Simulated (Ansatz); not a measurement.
# Cl on W(110): change of the work function

How does Cl on the hollow site change the work function of W(110) as the layer fills?

Calculated with Ansatz 0.2.0; plane-wave DFT, PBE, Ansatz PAW.

## Step 1: The structure

The cell holds 4 atoms: 4 W. Its edges and angles: a = 2.737 Å, b = 2.737 Å, c = 24.703 Å, α = 90.0°, β = 90.0°, γ = 70.5°. Vacuum lies along c.

## Step 2: The clean slab

The bare slab comes first, as the zero from which every change is counted. The two lowest layers are held at bulk places and the upper ones relax. The dipole correction removes the false field that a one-sided slab makes across the periodic vacuum, so each face gets a flat vacuum level of its own.

The input, input.yaml:

```yaml
crystal:
  lattice:
    - [2.2344574285, -1.58, 0.0]
    - [2.2344574285, 1.58, 0.0]
    - [0.0, 0.0, 24.7033722856]
  atoms:
    - { symbol: W, position: [0.0, 0.0, 0.3643227287] }
    - { symbol: W, position: [0.5, 0.5, 0.4547742429] }
    - { symbol: W, position: [0.0, 0.0, 0.5452257571] }
    - { symbol: W, position: [0.5, 0.5, 0.6356772713] }
kpoints:
  mp_grid: { grid: [12, 12, 1] }
hamiltonian:
  xc: pbe
scf:
  occupations: { method: fermi_dirac, width: 0.1 }
  convergence: { dr2_threshold: 1.0e-08 }
efield:
  axis: 3
  dipole_correction: true
  ramp_position: 0.97
  ramp_width: 0.06
relax:
  f_tol: 0.02
  max_steps: 60
  constraints: [{ sites: [0, 1] }]
output:
  write_potential: true
  write_density: true
  volumetric_format: npy
```

Run with:

```console
ansatz run input.yaml --threads 4 --pin off --max-ram 6144MiB --backend cpu --events-out ev --progress --plain --runs-dir out
```

Numbers of over 12 decimals in the logs are rounded to 6 here.

Log:

```text
Engine: ansatz 0.2.0, aarch64-unknown-linux-gnu
Pseudopotentials: kind: paw
Pseudopotential: W, paw, valence charge 14, recommended cutoff 420 eV (normal), W.paw.azcp
Functional definition: PBE
  parameter kappa = 0.804
  parameter beta = 0.066725
  exchange = pbe_x(kappa = kappa, mu = beta*pi^2/3)
  correlation = pbe_c(beta = beta)
Crystal: 4 atoms, lattice volume = 174.428 Å³
Basis set: ecut = 420 eV, 3461 PW (Γ), exchange–correlation on 40×40×360 points (8 copies of the dense FFT grid, shifted against one another)
Bands: 34, of which v1, the nominal top of the filled ones, is band 28 counted from 1 (27 counted from 0)
Symmetry: 4 space group operations
k-points: 43 of 144
Non-local potential: W, projectors of the file, l = 0: 3, l = 1: 2, l = 2: 2, l = 3: 1
PAW form: soft (Blöchl's): semilocal exchange-correlation on the pseudo side does not see the compensation charge
PAW one-centre angular grid: W, 590 points (default); XC on 64 Gauss nodes
Initial density: superposition of atomic densities (neutral atoms: chi_scale 0, normalization atom), corrected by the library's trained network
Initial wavefunctions: pseudopotential atomic-orbital guess
Functional: x = pbe(κ = 0.804, μ = 0.219515), c = pbe(β = 0.066725)
SCF iter   1: F=—  HF=-41536.547941 eV  |F-HF|=—  |Δ(HF+E_count)|=         —  Δρ=9.69e-3  dr2=1.99e0  ethr=1.77e-3  p=0.000 e·Å  D=4.83e-14 V/Å  ΔV_dip=-0.00 eV  dr2_dipole=2.75e-7  V_vac-E_F(+/−)=5.06/5.06 eV  ⟨swp⟩=7.9  Hψ=15776  notcnv=0  defer=16
efield: sawtooth ramp at fractional position 0.9700 (set: `efield.ramp_position`, or a place that a band, a saddle search or an elastic batch's reference lends), width 0.0600; the density the first Hamiltonian is built on has a dipole p = 0.000 e·Å; the dipole correction subtracts the counter field D = 4.83e-14 V/Å, which shifts the + side's vacuum level by -0.00 eV against the − side's; the planar-averaged density in the ramp window peaks in size at 1.1e-5 e/Å³
automatic band count: the SCF goes on with 40 bands, as 34 were too few: the levels above may hold too much charge
preconditioner: auto → LDOS  [metal: Δε(μ)=0.044 eV  Ē_g=6.098 eV  σ=0.100 eV  W_gap=0.11  n_scr=16 (ndim 8)  ℏωp=13.8 eV  f_vac=0.562  D(μ)=3.18/eV (n_scr^D=14)  β→1.0]
SCF iter   2: F=—  HF=-41536.463453 eV  |F-HF|=—  |Δ(HF+E_count)|=   8.45e-2  Δρ=3.80e-3  dr2=1.53e-1  ethr=1.77e-3  p=-0.000 e·Å  D=-1.41e-5 V/Å  ΔV_dip=0.00 eV  dr2_dipole=9.41e-8  V_vac-E_F(+/−)=4.91/4.91 eV  ⟨swp⟩=2.0  Hψ=2409  notcnv=0  defer=46
SCF iter   3: F=—  HF=-41536.454051 eV  |F-HF|=—  |Δ(HF+E_count)|=   9.40e-3  Δρ=7.33e-4  dr2=4.77e-3  ethr=2.73e-4  p=-0.000 e·Å  D=-5.84e-6 V/Å  ΔV_dip=0.00 eV  dr2_dipole=2.39e-8  V_vac-E_F(+/−)=4.90/4.90 eV  ⟨swp⟩=1.9  Hψ=2195  notcnv=0  defer=48
SCF iter   4: F=—  HF=-41536.453642 eV  |F-HF|=—  |Δ(HF+E_count)|=   4.09e-4  Δρ=2.26e-4  dr2=2.83e-4  ethr=8.51e-6  p=-0.000 e·Å  D=-2.80e-6 V/Å  ΔV_dip=0.00 eV  dr2_dipole=3.72e-9  V_vac-E_F(+/−)=4.90/4.90 eV  ⟨swp⟩=2.2  Hψ=2210  notcnv=0  defer=48
SCF iter   5: F=—  HF=-41536.453616 eV  |F-HF|=—  |Δ(HF+E_count)|=   2.57e-5  Δρ=8.21e-5  dr2=9.88e-6  ethr=5.05e-7  p=-0.000 e·Å  D=-1.58e-6 V/Å  ΔV_dip=0.00 eV  dr2_dipole=4.44e-10  V_vac-E_F(+/−)=4.90/4.90 eV  ⟨swp⟩=2.8  Hψ=2489  notcnv=0  defer=48
SCF iter   6: F=—  HF=-41536.453677 eV  |F-HF|=—  |Δ(HF+E_count)|=   6.09e-5  Δρ=1.85e-5  dr2=1.78e-6  ethr=1.76e-8  p=-0.000 e·Å  D=-3.96e-7 V/Å  ΔV_dip=0.00 eV  dr2_dipole=1.10e-14  V_vac-E_F(+/−)=4.90/4.90 eV  ⟨swp⟩=3.0  Hψ=2816  notcnv=0  defer=46
SCF iter   7: F=—  HF=-41536.453677 eV  |F-HF|=—  |Δ(HF+E_count)|=   1.78e-7  Δρ=5.89e-6  dr2=9.96e-8  ethr=3.18e-9  p=-0.000 e·Å  D=-1.01e-7 V/Å  ΔV_dip=0.00 eV  dr2_dipole=1.15e-12  V_vac-E_F(+/−)=4.90/4.90 eV  ⟨swp⟩=2.1  Hψ=2209  notcnv=0  defer=46
SCF iter   8: F=—  HF=-41536.453677 eV  |F-HF|=—  |Δ(HF+E_count)|=   1.72e-7  Δρ=2.09e-6  dr2=1.13e-8  ethr=1.79e-11  p=-0.000 e·Å  D=-5.65e-8 V/Å  ΔV_dip=0.00 eV  dr2_dipole=6.97e-14  V_vac-E_F(+/−)=4.90/4.90 eV  ⟨swp⟩=12.3  Hψ=12536  notcnv=0
SCF iter   9: F=-41536.453677 eV  HF=-41536.453677 eV  |F-HF|=2.90e-9  |Δ(HF+E_count)|=   2.45e-9  Δρ=6.34e-7  dr2=1.02e-9  ethr=1.79e-11  p=-0.000 e·Å  D=-1.55e-8 V/Å  ΔV_dip=0.00 eV  dr2_dipole=4.30e-15  V_vac-E_F(+/−)=4.90/4.90 eV  ⟨swp⟩=10.8  Hψ=10717  notcnv=0
SCF 1 converged in 9 iterations: F = -41536.453677 eV  dr2 = 1.02e-9
  greatest PAW one-centre occupation: 1.000 electrons in one spin orbital (limit 2), on the W atom at site 0 (counted from 0), in its partial waves of l = 0
relax step   1: F+E_penalty+E_count = -41536.45367728 eV  Δ(F+E_penalty+E_count) = +0.000e0 eV  max|allowed force component| = 6.535e-1 eV/Å  Δτ_max = 0.0000 Å  (9 SCF iters, accepted)
Bands: 40, of which v1, the nominal top of the filled ones, is band 28 counted from 1 (27 counted from 0)
Initial density: handed on by an earlier stage of this run
Initial wavefunctions: those handed on with the density
iter 1 solved again at ethr=9.58e-4 eV; its pass at ethr=3.10e-3 eV (dr2=5.36e-1 eV) is discarded
SCF iter   1: F=—  HF=-41536.451060 eV  |F-HF|=—  |Δ(HF+E_count)|=         —  Δρ=7.55e-3  dr2=5.51e-1  ethr=9.58e-4  p=-0.000 e·Å  D=-4.98e-7 V/Å  ΔV_dip=0.00 eV  dr2_dipole=8.25e-2  V_vac-E_F(+/−)=4.92/4.92 eV  ⟨swp⟩=1.6  Hψ=6453  notcnv=0  defer=49
efield: sawtooth ramp at fractional position 0.9700 (set: `efield.ramp_position`, or a place that a band, a saddle search or an elastic batch's reference lends), width 0.0600; the density the first Hamiltonian is built on has a dipole p = -0.000 e·Å; the dipole correction subtracts the counter field D = -4.98e-7 V/Å, which shifts the + side's vacuum level by +0.00 eV against the − side's; the planar-averaged density in the ramp window peaks in size at 4.2e-6 e/Å³
preconditioner: auto → LDOS  [metal: Δε(μ)=0.008 eV  Ē_g=6.108 eV  σ=0.100 eV  W_gap=0.02  n_scr=16 (ndim 8)  ℏωp=13.8 eV  f_vac=0.561  D(μ)=3.03/eV (n_scr^D=12)  β→1.0]
SCF iter   2: F=—  HF=-41536.439067 eV  |F-HF|=—  |Δ(HF+E_count)|=   1.20e-2  Δρ=5.12e-3  dr2=1.98e-1  ethr=9.58e-4  p=0.007 e·Å  D=7.37e-3 V/Å  ΔV_dip=-0.18 eV  dr2_dipole=2.51e-3  V_vac-E_F(+/−)=4.72/4.90 eV  ⟨swp⟩=2.7  Hψ=2768  notcnv=0  defer=49
SCF iter   3: F=—  HF=-41536.411540 eV  |F-HF|=—  |Δ(HF+E_count)|=   2.75e-2  Δρ=1.14e-3  dr2=8.39e-3  ethr=3.53e-4  p=0.005 e·Å  D=5.11e-3 V/Å  ΔV_dip=-0.13 eV  dr2_dipole=6.86e-5  V_vac-E_F(+/−)=4.79/4.91 eV  ⟨swp⟩=2.4  Hψ=2949  notcnv=0  defer=49
[...]
SCF iter   4: F=—  HF=-41536.466247 eV  |F-HF|=—  |Δ(HF+E_count)|=   1.02e-3  Δρ=1.79e-4  dr2=1.18e-4  ethr=9.14e-6  p=0.004 e·Å  D=3.68e-3 V/Å  ΔV_dip=-0.09 eV  dr2_dipole=5.74e-7  V_vac-E_F(+/−)=4.81/4.90 eV  ⟨swp⟩=2.5  Hψ=2483  notcnv=0  defer=49
SCF iter   5: F=—  HF=-41536.466260 eV  |F-HF|=—  |Δ(HF+E_count)|=   1.35e-5  Δρ=5.43e-5  dr2=8.97e-6  ethr=2.11e-7  p=0.003 e·Å  D=3.19e-3 V/Å  ΔV_dip=-0.08 eV  dr2_dipole=8.65e-7  V_vac-E_F(+/−)=4.82/4.90 eV  ⟨swp⟩=2.2  Hψ=2723  notcnv=0  defer=49
SCF iter   6: F=—  HF=-41536.466316 eV  |F-HF|=—  |Δ(HF+E_count)|=   5.58e-5  Δρ=1.68e-5  dr2=2.41e-6  ethr=1.60e-8  p=0.003 e·Å  D=2.93e-3 V/Å  ΔV_dip=-0.07 eV  dr2_dipole=2.53e-8  V_vac-E_F(+/−)=4.83/4.90 eV  ⟨swp⟩=2.8  Hψ=3011  notcnv=0  defer=49
SCF iter   7: F=—  HF=-41536.466316 eV  |F-HF|=—  |Δ(HF+E_count)|=   9.87e-8  Δρ=6.68e-6  dr2=1.22e-7  ethr=4.30e-9  p=0.003 e·Å  D=2.81e-3 V/Å  ΔV_dip=-0.07 eV  dr2_dipole=1.60e-9  V_vac-E_F(+/−)=4.83/4.90 eV  ⟨swp⟩=2.0  Hψ=2145  notcnv=0  defer=49
SCF iter   8: F=—  HF=-41536.466316 eV  |F-HF|=—  |Δ(HF+E_count)|=   1.35e-7  Δρ=2.67e-6  dr2=2.96e-8  ethr=2.18e-10  p=0.003 e·Å  D=2.77e-3 V/Å  ΔV_dip=-0.07 eV  dr2_dipole=8.00e-10  V_vac-E_F(+/−)=4.83/4.90 eV  ⟨swp⟩=3.0  Hψ=3071  notcnv=0  defer=49
SCF iter   9: F=-41536.466316 eV  HF=-41536.466316 eV  |F-HF|=3.74e-9  |Δ(HF+E_count)|=   1.98e-8  Δρ=7.34e-7  dr2=1.32e-9  ethr=1.79e-11  p=0.003 e·Å  D=2.76e-3 V/Å  ΔV_dip=-0.07 eV  dr2_dipole=5.96e-13  V_vac-E_F(+/−)=4.83/4.90 eV  ⟨swp⟩=11.1  Hψ=11214  notcnv=0
SCF 3 converged in 9 iterations: F = -41536.466316 eV  dr2 = 1.32e-9
relax step   3: F+E_penalty+E_count = -41536.46631625 eV  Δ(F+E_penalty+E_count) = -1.264e-2 eV  max|allowed force component| = 9.000e-2 eV/Å  Δτ_max = 0.0345 Å  (9 SCF iters, accepted)
SCF iter   1: F=—  HF=-41536.467006 eV  |F-HF|=—  |Δ(HF+E_count)|=         —  Δρ=7.95e-4  dr2=4.51e-3  ethr=1.73e-4  p=0.003 e·Å  D=2.76e-3 V/Å  ΔV_dip=-0.07 eV  dr2_dipole=5.29e-4  V_vac-E_F(+/−)=4.83/4.90 eV  ⟨swp⟩=2.1  Hψ=2956  notcnv=0  defer=49
efield: sawtooth ramp at fractional position 0.9700 (set: `efield.ramp_position`, or a place that a band, a saddle search or an elastic batch's reference lends), width 0.0600; the density the first Hamiltonian is built on has a dipole p = 0.003 e·Å; the dipole correction subtracts the counter field D = 2.76e-3 V/Å, which shifts the + side's vacuum level by -0.07 eV against the − side's; the planar-averaged density in the ramp window peaks in size at 2.5e-6 e/Å³
preconditioner: auto → LDOS  [metal: Δε(μ)=0.042 eV  Ē_g=6.069 eV  σ=0.100 eV  W_gap=0.10  n_scr=16 (ndim 8)  ℏωp=13.8 eV  f_vac=0.561  D(μ)=3.08/eV (n_scr^D=14)  β→1.0]
SCF iter   2: F=—  HF=-41536.466782 eV  |F-HF|=—  |Δ(HF+E_count)|=   2.25e-4  Δρ=3.58e-4  dr2=1.22e-3  ethr=8.05e-6  p=0.002 e·Å  D=2.05e-3 V/Å  ΔV_dip=-0.05 eV  dr2_dipole=4.65e-5  V_vac-E_F(+/−)=4.85/4.90 eV  ⟨swp⟩=2.0  Hψ=2582  notcnv=0  defer=49
SCF iter   3: F=—  HF=-41536.466693 eV  |F-HF|=—  |Δ(HF+E_count)|=   8.84e-5  Δρ=1.37e-4  dr2=1.44e-4  ethr=2.17e-6  p=0.002 e·Å  D=2.31e-3 V/Å  ΔV_dip=-0.06 eV  dr2_dipole=1.26e-5  V_vac-E_F(+/−)=4.84/4.90 eV  ⟨swp⟩=2.0  Hψ=2277  notcnv=0  defer=49
SCF iter   4: F=—  HF=-41536.466668 eV  |F-HF|=—  |Δ(HF+E_count)|=   2.55e-5  Δρ=3.26e-5  dr2=6.82e-6  ethr=2.57e-7  p=0.002 e·Å  D=2.20e-3 V/Å  ΔV_dip=-0.05 eV  dr2_dipole=8.20e-7  V_vac-E_F(+/−)=4.84/4.90 eV  ⟨swp⟩=3.4  Hψ=3097  notcnv=0  defer=49
SCF iter   5: F=—  HF=-41536.466723 eV  |F-HF|=—  |Δ(HF+E_count)|=   5.51e-5  Δρ=1.10e-5  dr2=2.53e-7  ethr=1.22e-8  p=0.002 e·Å  D=2.19e-3 V/Å  ΔV_dip=-0.05 eV  dr2_dipole=5.43e-9  V_vac-E_F(+/−)=4.84/4.90 eV  ⟨swp⟩=2.5  Hψ=2375  notcnv=0  defer=49
SCF iter   6: F=—  HF=-41536.466723 eV  |F-HF|=—  |Δ(HF+E_count)|=   2.64e-7  Δρ=4.53e-6  dr2=3.51e-8  ethr=4.52e-10  p=0.002 e·Å  D=2.20e-3 V/Å  ΔV_dip=-0.05 eV  dr2_dipole=1.68e-10  V_vac-E_F(+/−)=4.84/4.90 eV  ⟨swp⟩=2.8  Hψ=3016  notcnv=0  defer=49
SCF iter   7: F=-41536.466723 eV  HF=-41536.466723 eV  |F-HF|=5.69e-9  |Δ(HF+E_count)|=   7.88e-8  Δρ=1.73e-6  dr2=9.35e-9  ethr=1.79e-11  p=0.002 e·Å  D=2.20e-3 V/Å  ΔV_dip=-0.05 eV  dr2_dipole=1.03e-12  V_vac-E_F(+/−)=4.84/4.90 eV  ⟨swp⟩=11.5  Hψ=11409  notcnv=0
SCF 4 converged in 7 iterations: F = -41536.466723 eV  dr2 = 9.35e-9
relax step   4: F+E_penalty+E_count = -41536.46672319 eV  Δ(F+E_penalty+E_count) = -4.069e-4 eV  max|allowed force component| = 1.129e-2 eV/Å  Δτ_max = 0.0139 Å  (7 SCF iters, accepted)
NSCF: frozen V_eff on 43 k-points
the band table was solved once a step of the walk had ended and its energy, with any forces and stress, was formed, with the checks that follow a solve (9071 applications of the Hamiltonian). They found nothing against the state; the energy, forces and stress were not computed again (output.eigenvalues in the input reference)
WARN: The output density's exchange-correlation potential varies sharply where the density is thin. Do not read a vacuum level from v_tot or v_xc, or from such a field of the output density. On a cell that repeats whose density bears no net charge and no dipole along the vacuum's axis use v_es (v_loc + v_h of the components); under efield.dipole_correction with no amplitude use v_es + v_field, which holds any externa [...]
SCF converged after 7 iterations
Free energy (F): -41536.466723 eV
Harris-Foulkes:  -41536.466723 eV  (|F-HF|=5.69e-9)
Internal energy: -41536.366955 eV  (E = F + TS)
E sigma→0 (E₀):  -41536.416839 eV
Entropy (-TS):   -0.099768 eV (-24.942 meV/atom)
Fermi energy:    5.203880 eV
Dipole field:    D = 0.002197 V/Å  (p = 0.002118 e·Å, saw-weighted, corrected)
Work function:   Φ+ = 4.8447 eV   Φ− = 4.8989 eV
Levels:          The Fermi level and band energies are counted from a zero that moves with the ramp; work functions are not
--- Per-component energies (eV) ---
  E_band       = -1291.057248
  E_kinetic    = 1792.505388
  E_local      = -71121.558076  (includes V_loc(G=0)·N_el)
  E_nonlocal   = 4.576205
  E_hartree    = 34741.224890
  E_xc         = -1063.352008
  E_vxc        = -949.335306  (∫ρ·V_xc dr)
  E_paw        = -34249.938995  (= ΣΔE_a)
  E_vpaw       = -499.704010  (= ΣTr[D̂ρ^β])
  E_aug_tail   = -0.000235  (compensation charges beyond the density's cutoff)
  E_efield     = 0.000002  (sawtooth field / dipole correction)
  E_vefield    = -0.001025  (∫n·V_field dr)
  E_ewald      = 28360.175874
  E_smearing   = -0.099768  (= −TS)
  E_closure    = -0.000000  (closes the sum)
  Σ components = -41536.466723   (vs F -41536.466723, Δ=0.00e0)
--- Forces (eV/Å), atoms counted from 1 ---
  atom   1  W      0.00000000     0.00000000     0.36117714
  atom   2  W      0.00000000    -0.00000000    -0.34159757
  atom   3  W      0.00000000    -0.00000000    -0.00830034
  atom   4  W      0.00000000    -0.00000000    -0.01129449
  max |Σ_I F_I| component: 1.53e-5 eV/Å
--- Band table (eV; the first three rows and the last of 43) ---
  k-point 0: bands = [... 24 lower, 3.7540, 3.7892, 3.9762, 4.5401, 4.8127, 5.7605, 6.0199, 6.9297, ... 8 higher]
  k-point 1: bands = [... 24 lower, 3.5720, 3.7614, 4.1231, 4.4811, 4.8136, 5.3411, 6.2452, 6.7515, ... 8 higher]
  k-point 2: bands = [... 24 lower, 3.3977, 3.5331, 3.9616, 4.3822, 4.9156, 5.2947, 6.6226, 6.6532, ... 8 higher]
  k-point 42: bands = [... 24 lower, 3.7933, 5.7375, 5.8442, 6.2645, 6.3571, 6.8712, 7.2505, 8.8378, ... 8 higher]
--- Relaxed structure (4 steps of the walk, 3 accepted, 0 SCFs on fresh bases) ---
  F+E_penalty+E_count = -41536.46672319 eV   max|allowed force component| = 1.129e-2 eV/Å
  atoms:
    - { symbol: W, position: [0.0, 0.0, 0.3643227287] }
    - { symbol: W, position: [0.5, 0.5, 0.4547742429] }
    - { symbol: W, position: [-6.653931166577865e-19, 6.653931166577865e-19, 0.546759] }
    - { symbol: W, position: [0.5, 0.5, 0.635499] }
```

Wall time 27 s (4 threads of Arm Neoverse V1, shared host); peak memory 0.59 GiB; 1.8 min of CPU time.

Step by step:

```csv
step,energy less that of the first step (eV),largest force component (eV/Å)
1,0.0000,0.6535
2,0.0440,1.3654
3,-0.0126,0.0900
4,-0.0130,0.0113
```

Relaxation step 2 was tried and not accepted.

Forces are held to the 4 operations that the run works with; a distortion that breaks them can't arise in this run.

The atoms that moved most (Å):

```csv
atom,dx,dy,dz,length
W3,0.000,0.000,0.038,0.038
```

Final coordinates:

```xyz
4
Lattice="2.2345 -1.5800 0.0000 2.2345 1.5800 0.0000 0.0000 0.0000 24.7034" Properties=species:S:1:pos:R:3
W     0.0000    0.0000    9.0000
W     2.2345    0.0000   11.2345
W     0.0000    0.0000   13.5068
W     2.2345    0.0000   15.6990
```

This step gave:

* energy at zero smearing: -41536.4168 eV
* work function, upper face: 4.845 eV
* work function, lower face: 4.899 eV
* dipole along the normal: 0.002118 e·Å
* step between the vacuum levels: -0.05428 eV

Running mean over 2.234 Å of the planar mean; the ramp of the sawtooth is left out. Electron's electrostatic potential energy less the Fermi level against z:

```csv
z (Å),electron's electrostatic potential energy less the Fermi level (eV)
4,4.90
5,4.89
6,4.75
7,3.30
8,-5.75
9,-12.2
10,-12.6
11,-12.7
12,-12.5
13,-12.6
14,-13.0
15,-12.9
16,-11.5
17,-2.27
18,4.06
19,4.78
20,4.84
21,4.84
```

The relaxation took 4 steps and lowered the energy by 0.013 eV; the largest force on the free atoms ends at 0.011 eV/Å.

The work function of the upper face is 4.84 eV.

(Part 1 of 3 ends here.)

[Logs are printed without paths, hosts, clocks, repeated set-up lines and the standing remarks that a program may print on its own settings, such as how far it seeks lower states.]

[Hosts, paths, dates, database ids (printed as entryN), source tags and the programs' standing remarks are cut or masked in the printed files.]

[Maps of the electrostatic potential energy from Ansatz leave out the sawtooth potential of an applied field or a dipole correction, so their vacuum need not be flat; planar profiles and work functions include it.]
